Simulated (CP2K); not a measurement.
Two runs for the C K edge of propene. Run A: CP2K XAS_TDP, all-electron GAPW, PBEh(45%), aug-cc-pVDZ, TDA, no relativity. Run B differs in one setting.

First lines with a strength over 0.0015. A:

```
                    atom  energy (eV)  states  strength, one atom
C1 (bonded to C and 3 H)       283.74       1              0.0055
                               284.44       1              0.0174
                               284.62       1              0.0203
                               285.50       1              0.0055
                               285.71       1              0.0029
C2 (bonded to 2 C and H)       281.25       1              0.0557
                               284.20       1              0.0106
                               284.96       1              0.0021
                               286.18       1              0.0033
                               286.53       1              0.0042
C3 (bonded to C and 2 H)       281.07       1              0.0490
                               283.83       1              0.0054
                               284.29       1              0.0155
                               284.74       1              0.0017
                               285.16       1              0.0040
```

B:

```
                    atom  energy (eV)  states  strength, one atom
C1 (bonded to C and 3 H)       290.19       1              0.0054
                               290.89       1              0.0170
                               291.07       1              0.0199
                               291.94       1              0.0054
                               292.15       1              0.0029
C2 (bonded to 2 C and H)       287.31       1              0.0545
                               290.26       1              0.0103
                               291.02       1              0.0020
                               292.24       1              0.0033
                               292.59       1              0.0041
C3 (bonded to C and 2 H)       287.25       1              0.0480
                               290.01       1              0.0053
                               290.47       1              0.0152
                               290.92       1              0.0016
                               291.33       1              0.0040
```

**Question.** Which was it: GW2X switched on, scalar relativity switched on, the basis, the functional?

GW2X switched on. GW2X shifts an atom's lines together and keeps their spacings. Against PBEh(45%) in aug-cc-pVDZ, the leading lines move by +6.45 eV (C1, to 290.89), +6.06 eV (C2, to 287.31) and +6.18 eV (C3, to 287.25).

[Banner, clock and machine lines of the logs are left out without a mark of their own.]

[Logs are printed without paths, hosts, clocks, repeated set-up lines and the standing remarks that a program may print on its own settings, such as how far it seeks lower states.]

[Hosts, paths, dates, database ids (printed as entryN), source tags and the programs' standing remarks are cut or masked in the printed files.]
